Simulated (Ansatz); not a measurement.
# Si(111) with different end groups on 50 % of the top atoms (PBE)

How far can end groups move the ionisation potential of Si(111)?

All values are computed: Ansatz 0.2.0, PBE, plane waves, scalar-relativistic unless marked; slabs or sheets with vacuum, the vacuum level from the planar mean of the electrostatic potential. 2×2 cells of six atomic planes, hydrogen on the lower face and on the remaining top atoms, dipole correction on.

| group | ionisation potential, upper face (eV) | lower (H) face (eV) | difference (eV) | dipole a group against H (D) |
| --- | --- | --- | --- | --- |
| Li | 2.97 | 4.65 | -1.68 | +1.14 |
| CH3 | 4.18 | 4.67 | -0.49 | +0.33 |
| OH | 4.53 | 4.62 | -0.09 | +0.06 |
| SH | 5.03 | 4.65 | +0.38 | -0.26 |
| Br | 5.32 | 4.65 | +0.67 | -0.45 |
| Cl | 5.48 | 4.65 | +0.83 | -0.56 |
| F | 5.68 | 4.63 | +1.05 | -0.71 |

The same valence top is seen through two surface dipoles, so the difference of the faces isolates the group. It runs from -1.68 eV (Li) to +1.05 eV (F). A group that leaves negative charge outermost raises the barrier, and one that ends in positive charge lowers it.

**Worked step.** ΔΦ = −μ/(ε₀A), with μ the dipole of one cell along the outward normal; in working units μ (D) = −ΔΦ (eV) × A (Å²) / 37.7. For Li: −(-1.68) × 51.1 / 37.7 = +2.28 D a cell, shared by 2 groups: +1.14 D each.

Where a group brings filled states above the slab's valence band, the valence top is that state. Semilocal levels lie too high, so differences are more trustworthy than the values.

In 1 of the 14 runs the program warns that some density reaches the dipole ramp in the vacuum, so their vacuum levels can be a little off.
